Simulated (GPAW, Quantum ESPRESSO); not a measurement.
# Near-edge structure at the O K edge of Na2MoO4 (Fd-3m), part 3 of 4

Do two independent programs agree on the O K edge of Na2MoO4 (Fd-3m)? The same cell and functional are run with XSpectra and with GPAW.

Quantum ESPRESSO 7.5 and GPAW 26.7.0; core-hole supercells, plane-wave PAW LDA.

So far. Step 8 (Spectrum with FCH, O atom 7 (Quantum ESPRESSO)): The hole costs E(hole) − E(ground) = 527.31 eV, and the lowest empty level of the hole cell lies at 7.20 eV, which puts the zero at 534.51 eV. One term is added: -8.83 eV, since the hole is spin-paired here and a spin-polarised one costs that much less in the free atom (computed apart). The photon energy is then 525.68 eV.

## Step 9: Another broadening

Level of this step: X-ray absorption near-edge structure, plane-wave PAW LDA, one-electron final states by a Lanczos continued fraction (Quantum ESPRESSO).

The final state's lifetime shortens with energy, so measured features broaden above the edge; the saved Lanczos coefficients are redrawn with a width that grows.

File xspectra_plot.in:

```
&input_xspectra
   calculation='xanes_dipole', edge='K'
   prefix='x', outdir='tmp', xiabs=3, xe0=5.6026
   xonly_plot=.true., x_save_file='xanes.sav'
   xniter=3000, xcheck_conv=20, xerror=0.005
   xcoordcrys=.false., xepsilon(1)=1, xepsilon(2)=0, xepsilon(3)=0
/
&plot
   xnepoint=413, xemin=-10, xemax=45, terminator=.true., cut_occ_states=.true.
   gamma_mode='variable', gamma_energy(1)=4, gamma_energy(2)=25, gamma_value(1)=0.3, gamma_value(2)=2.5
/
&pseudos
   filecore='../O.wfc'
/
&cut_occ
   cut_desmooth=0.1, cut_stepl=0.05, cut_stepu=0.05, cut_ierror=1e-5
/
4 4 4 0 0 0
```

On the command line:

```bash
$ OMP_NUM_THREADS=1 xspectra.x -in xspectra_plot.in > xspectra_plot.out
```

Numbers of over 12 decimals in the logs are rounded to 6 here.

What it wrote:

```text
     [... banner and references ...]
Reading input_file
     -------------------------------------------------------------------------

     calculation: xanes_dipole

     xonly_plot: TRUE
        => only the spectrum plot

     main plot parameters:
        cut_occ_states: TRUE
        gamma_mode:  variable
        -> first, constant up to point ( 4.00, 0.30) [eV]
        -> then, linear up to point (25.00, 2.50) [eV]
        -> finally, constant up to xemax
        xemin [eV]: -10.00
        xemax [eV]:  45.00
        xnepoint:  413
[...]
xemin [eV]: -10.00
        xemax [eV]:  45.00
        xnepoint:  413
        energy-dependent broadening parameter:
         -> first, constant up to point ( 4.00, 0.30) [eV]
         -> then, linear up to point (25.00, 2.50) [eV]
         -> finally, constant up to xemax
        Core level energy [eV]:  -543.1
         (from electron binding energy of neutral atoms in X-ray data booklet)

     Cross-section successfully written in xanes.dat

     -------------------------------------------------------------------------
                                END JOB XSpectra
     -------------------------------------------------------------------------
[key lines of the parts left out:]
Fermi level [eV]:   4.0068
```

Elapsed: 1.8 s, on 1 MPI rank of Arm Neoverse V2, shared host; peak memory 0.05 GiB.

With a Lorentzian half width 0.3 eV up to 4 eV, rising linearly to 2.5 eV at 25 eV (counted from xe0, 1.6 eV below the zero used here), the maxima are 0.2 eV (3.05), 1.6 eV (2.83), 8.3 eV (1.38) and 15.1 eV (0.92).

## Step 10: Cell with XCH, O atom 7 (Quantum ESPRESSO)

The holes are 6.4 Å apart. The excited electron is kept in the cell, where it fills the lowest empty states and screens the hole.

Changed against the first core-hole run: core hole to XCH.

File scf.in:

```
&control
   calculation='scf', prefix='x', pseudo_dir='../pp', outdir='tmp', tprnfor=.true.
/
&system
   ibrav=0, nat=14, ntyp=4, nbnd=70
   ecutwfc=62, ecutrho=360
   occupations='smearing', smearing='gaussian', degauss=0.003
/
&electrons
   conv_thr=1.4e-07, electron_maxstep=120
   mixing_beta=0.5
/
ATOMIC_SPECIES
Mo 1.0 Mo.lda-spn-kjpaw.UPF
Na 1.0 Na.lda-spnl-kjpaw.UPF
O0 1.0 O.lda-n-kjpaw-1sch.UPF
O 1.0 O.lda-n-kjpaw.UPF
CELL_PARAMETERS angstrom
  0.00000000 4.55443967 4.55443967
  4.55443967 0.00000000 4.55443967
  4.55443967 4.55443967 0.00000000
ATOMIC_POSITIONS crystal
Mo   0.75000000 0.75000000 0.75000000
Mo   0.50000000 0.50000000 0.50000000
Na   0.12500000 0.62500000 0.12500000
Na   0.12500000 0.12500000 0.62500000
Na   0.62500000 0.12500000 0.12500000
Na   0.12500000 0.12500000 0.12500000
O0   0.86229000 0.86229000 0.41313000
O    0.38771000 0.83687000 0.38771000
O    0.86229000 0.86229000 0.86229000
O    0.83687000 0.38771000 0.38771000
O    0.86229000 0.41313000 0.86229000
O    0.38771000 0.38771000 0.83687000
O    0.41313000 0.86229000 0.86229000
O    0.38771000 0.38771000 0.38771000
K_POINTS automatic
4 4 4 0 0 0
```

On the command line:

```bash
$ OMP_NUM_THREADS=1 mpirun --oversubscribe --bind-to none -np 4 pw.x -nk 4 -in scf.in > scf.out
```

What it wrote:

```text
     [... banner and references ...]
[banner, memory and clock lines left out]
using ibrav=0 with symmetry is DISCOURAGED, use correct ibrav instead

     G-vector sticks info

     bravais-lattice index     =            0
     lattice parameter (alat)  =      12.1716  a.u.
     unit-cell volume          =    1275.0625 (a.u.)^3
     number of atoms/cell      =           14
     number of atomic types    =            4
     number of electrons       =       113.00
     number of Kohn-Sham states=           70
     kinetic-energy cutoff     =      62.0000  Ry
     charge density cutoff     =     360.0000  Ry
     scf convergence threshold =      1.4E-07
     mixing beta               =       0.5000
     number of iterations used =            8  plain     mixing
     Exchange-correlation= SLA  PZ   NOGX NOGC
                           (   1   1   0   0   0   0   0)

     celldm(1)=  12.171632  celldm(2)=   0.000000  celldm(3)=   0.000000
     celldm(4)=   0.000000  celldm(5)=   0.000000  celldm(6)=   0.000000

     crystal axes: (cart. coord. in units of alat)
               a(1) = (   0.000000   0.707107   0.707107 )
               a(2) = (   0.707107   0.000000   0.707107 )
               a(3) = (   0.707107   0.707107   0.000000 )

     reciprocal axes: (cart. coord. in units 2 pi/alat)
               b(1) = ( -0.707107  0.707107  0.707107 )
               b(2) = (  0.707107 -0.707107  0.707107 )
               b(3) = (  0.707107  0.707107 -0.707107 )

     PseudoPot. #1 for Mo:     Pseudo is Projector augmented-wave + core cor, Zval = 14.0

     PseudoPot. #2 for Na:     Pseudo is Projector augmented-wave + core cor, Zval =  9.0

[...]
Davidson diagonalization with overlap
     ethr =  1.32E-10,  avg # of iterations =  5.7

     End of self-consistent calculation

          k = 0.0000 0.0000 0.0000 ( 10489 PWs)   bands (ev):

   -56.0756 -55.6605 -44.1189 -44.1103 -44.1103 -43.7748 -30.4897 -30.4897
   -30.4695 -30.3186 -30.0730 -30.0730 -16.8434 -16.6893 -16.6788 -16.6788
   -16.6122 -16.6122 -16.5971 -16.5971 -16.5576 -16.3365 -16.2748 -16.2748
[...]
2.5926   3.4297   3.5887   3.5887   3.7028   3.9103   3.9103   3.9312
     8.3755   8.3755   8.5986   8.5986   8.7876   9.6167   9.8592   9.8592
    10.8542  11.1133  11.1133  12.8440  13.1973  13.4899

     [... bands of 12 further k-points ...]

     the Fermi energy is     8.3704 ev

!    total energy              =   -1479.18126192 Ry
     total all-electron energy =    -18631.628486 Ry
     estimated scf accuracy    <       0.00000005 Ry
     smearing contrib. (-TS)   =      -0.00146021 Ry
     internal energy E=F+TS    =   -1479.17980171 Ry

     The total energy is F=E-TS. E is the sum of the following terms:
     one-electron contribution =    -496.15966084 Ry
     hartree contribution      =     302.92507002 Ry
     xc contribution           =    -156.53405326 Ry
     ewald contribution        =    -570.00380783 Ry
     one-center paw contrib.   =    -559.40734980 Ry

     convergence has been achieved in  14 iterations

     Forces acting on atoms (cartesian axes, Ry/au):

     atom    1 type  1   force =     0.13242231    0.13242231   -0.13242231
     atom    2 type  1   force =     0.00972485    0.00972485   -0.00972485
     atom    3 type  2   force =    -0.01334225   -0.00166062    0.00166062
[...]
atom   13 type  4   force =     0.02004408   -0.02404352   -0.02004408
     atom   14 type  4   force =    -0.01530814   -0.01530814   -0.01585326

     Total force =     0.338620     Total SCF correction =     0.000257

     XML data file, charge density, pseudopotentials, collected wavefunctions
```

It took 77 s on 4 MPI ranks; peak memory 0.34 GiB; 5.1 min of CPU time.

Energy with the hole: -253496.220 eV, cores included.

## Step 11: Excitation energy, O atom 7 (Quantum ESPRESSO)

With the excited electron kept in the cell the system stays neutral, and the energy difference is an excitation energy by itself. In a small cell that electron takes up a good share of the lowest empty band, or all of one, which shifts the value from the true onset.

The total-energy difference is 535.18 eV. With the free-atom term of -8.83 eV for this edge, the photon energy is 526.35 eV.

## Step 12: Ground state of the crystal (GPAW)

The second program starts from its own ground state, on the same cell and functional.

File scf.py:

```python
import numpy as np
from ase import Atoms
from ase.parallel import parprint, paropen
from gpaw import GPAW, PW, FermiDirac, Mixer, MixerDif, setup_paths
from gpaw.test import gen
setup_paths.insert(0, '.')
gen('O', name='nch1s', xcname='LDA', corehole=(1, 0, 0), write_xml=True)
from gpaw.mpi import world
world.barrier()

atoms = Atoms('Mo2Na4O8',
    cell=[[0, 4.55443967, 4.55443967],
     [4.55443967, 0, 4.55443967],
     [4.55443967, 4.55443967, 0]],
    scaled_positions=[[0.75, 0.75, 0.75],
     [0.5, 0.5, 0.5],
     [0.125, 0.625, 0.125],
     [0.125, 0.125, 0.625],
     [0.625, 0.125, 0.125],
     [0.125, 0.125, 0.125],
     [0.86229, 0.86229, 0.41313],
     [0.38771, 0.83687, 0.38771],
     [0.86229, 0.86229, 0.86229],
     [0.83687, 0.38771, 0.38771],
     [0.86229, 0.41313, 0.86229],
     [0.38771, 0.38771, 0.83687],
     [0.41313, 0.86229, 0.86229],
     [0.38771, 0.38771, 0.38771]],
    pbc=True)
atoms.calc = calc = GPAW(legacy_gpaw=True, mode=PW(500, force_complex_dtype=True), xc='LDA', setups={6: 'nch1s'},
    kpts={'size': (5, 5, 5), 'gamma': True}, occupations=FermiDirac(0.05),
    charge=0, mixer=Mixer(0.1, 5, 50), maxiter=150,
    convergence={'density': 0.0001, 'eigenstates': 1e-6}, txt='scf.txt')
energy = atoms.get_potential_energy() + calc.get_reference_energy()
ef = calc.get_fermi_level()
out = dict(energy=energy, fermi=ef, forces=atoms.get_forces().tolist())
parprint(f'all-electron energy {energy:.4f} eV, Fermi level {ef:.4f} eV')
ev = np.array([[calc.get_eigenvalues(k, s) for k in range(len(calc.get_ibz_k_points()))] for s in range(calc.get_number_of_spins())])
out['homo'], out['lumo'], out['counts'] = ev[ev < ef].max(), ev[ev > ef].min(), sorted(set((ev < ef).sum((0, 2)).tolist()))
out['filled'] = (ev[:, 0] < ef).sum(1).tolist()
import json
with paropen('out.json', 'w') as f:
    json.dump(out, f)
```

On the command line:

```bash
$ OMP_NUM_THREADS=1 mpirun -n 4 gpaw python scf.py
```

What it wrote:

```text
Input parameters:
  convergence: {density: 0.0001,
                eigenstates: 1e-06}
  kpts: {gamma: True,
         size: (5, 5, 5)}
  maxiter: 150
  mixer: {backend: pulay,
          beta: 0.1,
          method: separate,
          nmaxold: 5,
          weight: 50}
  mode: {ecut: 500.0,
         force_complex_dtype: True,
         name: pw}
  occupations: {fixmagmom: False,
                name: fermi-dirac,
[...]
2s(2) :    -0.872866     1.079797
*s    :     0.127134
2p(4) :    -0.337925     0.876472
*p    :     0.662075
*d    :     0.000000
--------------------------------

Diagonalizing with gridspacing h=0.050

state   all-electron     PAW
-------------------------------
2s:      -0.872866    -0.873954
2p:      -0.337925    -0.341740
*d:                    0.050276
*f:                    0.077289
-------------------------------
all-electron energy -253962.3323 eV, Fermi level 2.2511 eV
[key lines of the parts left out:]
Converged after 13 iterations.
Dipole moment: (-1.791078, -1.791078, -1.791114) |e|*Ang
Free energy:   -104.607453
Fermi level: 2.25115
```

Wall time 42 s (4 MPI ranks); peak memory 0.32 GiB.

The mesh shows a gap of 4.38 eV, so the hole is first treated in a charged cell, without the excited electron.

## Step 13: Reference energy of the cell (GPAW)

Total energies of two programs can't be mixed, so the cell and mesh of GPAW's hole run get a reference energy of their own.

Changes to scf.py since step 12:

```diff
@@ -30,3 +30,3 @@
 atoms.calc = calc = GPAW(legacy_gpaw=True, mode=PW(500, force_complex_dtype=True), xc='LDA', setups={6: 'nch1s'},
-    kpts={'size': (5, 5, 5), 'gamma': True}, occupations=FermiDirac(0.05),
+    kpts={'size': (4, 4, 4), 'gamma': True}, occupations=FermiDirac(0.02),
     charge=0, mixer=Mixer(0.1, 5, 50), maxiter=150,
```

What it wrote:

```text
Input parameters:
  convergence: {density: 0.0001,
                eigenstates: 1e-06}
  kpts: {gamma: True,
         size: (4, 4, 4)}
  maxiter: 150
  mixer: {backend: pulay,
          beta: 0.1,
          method: separate,
          nmaxold: 5,
          weight: 50}
  mode: {ecut: 500.0,
         force_complex_dtype: True,
         name: pw}
  occupations: {fixmagmom: False,
                name: fermi-dirac,
[...]
2s(2) :    -0.872866     1.079797
*s    :     0.127134
2p(4) :    -0.337925     0.876472
*p    :     0.662075
*d    :     0.000000
--------------------------------

Diagonalizing with gridspacing h=0.050

state   all-electron     PAW
-------------------------------
2s:      -0.872866    -0.873954
2p:      -0.337925    -0.341740
*d:                    0.050276
*f:                    0.077289
-------------------------------
all-electron energy -253962.3235 eV, Fermi level 2.1511 eV
[key lines of the parts left out:]
Converged after 13 iterations.
Dipole moment: (-1.790222, -1.790222, -1.790257) |e|*Ang
Free energy:   -104.598704
Fermi level: 2.15115
```

Elapsed: 34 s, on 4 MPI ranks; peak memory 0.31 GiB; 2.3 min of CPU time.

Reference energy: -253962.323 eV with the cores included.

(Part 3 of 4 ends here.)

[Banner, clock and machine lines of the logs are left out without a mark of their own.]

[Logs are printed without paths, hosts, clocks, repeated set-up lines and the standing remarks that a program may print on its own settings, such as how far it seeks lower states.]

[Hosts, paths, dates, database ids (printed as entryN), source tags and the programs' standing remarks are cut or masked in the printed files.]

[Lists of maxima count a maximum above −3 eV only where it reaches 4 % of the highest in the window and stands out from its surroundings by 2 % of it (1.5 % where it reaches 55 %); shoulders and weaker maxima are passed over, and of the rest the first, up to two pre-edge ones and the few strongest are named.]
